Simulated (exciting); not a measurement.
Two BSE runs for the Zr L₃ edge of ZrBrN, space group R-3m. Run A: exciting, all-electron LAPW+lo, LDA, exchange and screened direct term (singlet BSE), 2×2×2 shifted k points, 50 conduction bands, |G+q| up to 3 bohr⁻¹ (2 in the exchange term), full RPA screening with nempty = 82, Lorentzian half width 0.79 eV. Run B has a fault in its input.

Energy from the Kohn–Sham onset, core level to the lowest empty state found on the meshes used; one zero for both, scaled to A's maximum:

```tsv
E (eV)	A	B
-10.0	0.02	0.03
-9.5	0.02	0.03
-9.0	0.02	0.03
-8.5	0.02	0.04
-8.0	0.03	0.05
-7.5	0.03	0.06
-7.0	0.04	0.08
-6.5	0.05	0.10
-6.0	0.06	0.14
-5.5	0.07	0.20
-5.0	0.09	0.30
-4.5	0.12	0.52
-4.0	0.17	0.90
-3.5	0.27	1.10
-3.0	0.45	1.06
-2.5	0.77	1.12
-2.0	1.00	1.07
-1.5	0.98	0.82
-1.0	0.99	0.53
-0.5	0.98	0.36
0.0	0.81	0.28
0.5	0.58	0.23
1.0	0.43	0.19
1.5	0.33	0.16
2.0	0.27	0.13
2.5	0.21	0.11
3.0	0.17	0.10
3.5	0.14	0.09
4.0	0.12	0.09
4.5	0.12	0.09
5.0	0.12	0.09
5.5	0.12	0.09
6.0	0.12	0.10
6.5	0.12	0.10
7.0	0.13	0.11
7.5	0.13	0.11
8.0	0.13	0.11
8.5	0.13	0.11
9.0	0.13	0.10
9.5	0.12	0.09
10.0	0.11	0.09
10.5	0.10	0.08
11.0	0.10	0.09
11.5	0.10	0.09
12.0	0.11	0.09
12.5	0.11	0.10
13.0	0.12	0.10
13.5	0.11	0.10
14.0	0.11	0.10
14.5	0.11	0.10
15.0	0.11	0.09
15.5	0.10	0.08
16.0	0.09	0.08
16.5	0.09	0.08
17.0	0.09	0.08
17.5	0.09	0.08
18.0	0.09	0.08
18.5	0.09	0.07
19.0	0.08	0.07
19.5	0.08	0.07
20.0	0.08	0.06
20.5	0.08	0.06
21.0	0.07	0.06
21.5	0.06	0.05
```

**Question.** What most likely went wrong in run B?

Far too few empty states in the screening (empty states in the screening from 82 to 8). The spectrum differs from run A by 68 % r.m.s. Moving the earlier curve by -1.6 eV leaves 10 %. The highest maximum lies at -2.4 eV (1.13), against -0.8 eV (1.00). The first bright state moves from -2.21 to -3.70 eV. Too few states underscreen, so the attraction is too strong. Other settings could leave a like mark; this is the change that was made.

[Banner, clock and machine lines of the logs are left out without a mark of their own.]

[Logs are printed without paths, hosts, clocks, repeated set-up lines and the standing remarks that a program may print on its own settings, such as how far it seeks lower states.]

[Hosts, paths, dates, database ids (printed as entryN), source tags and the programs' standing remarks are cut or masked in the printed files.]
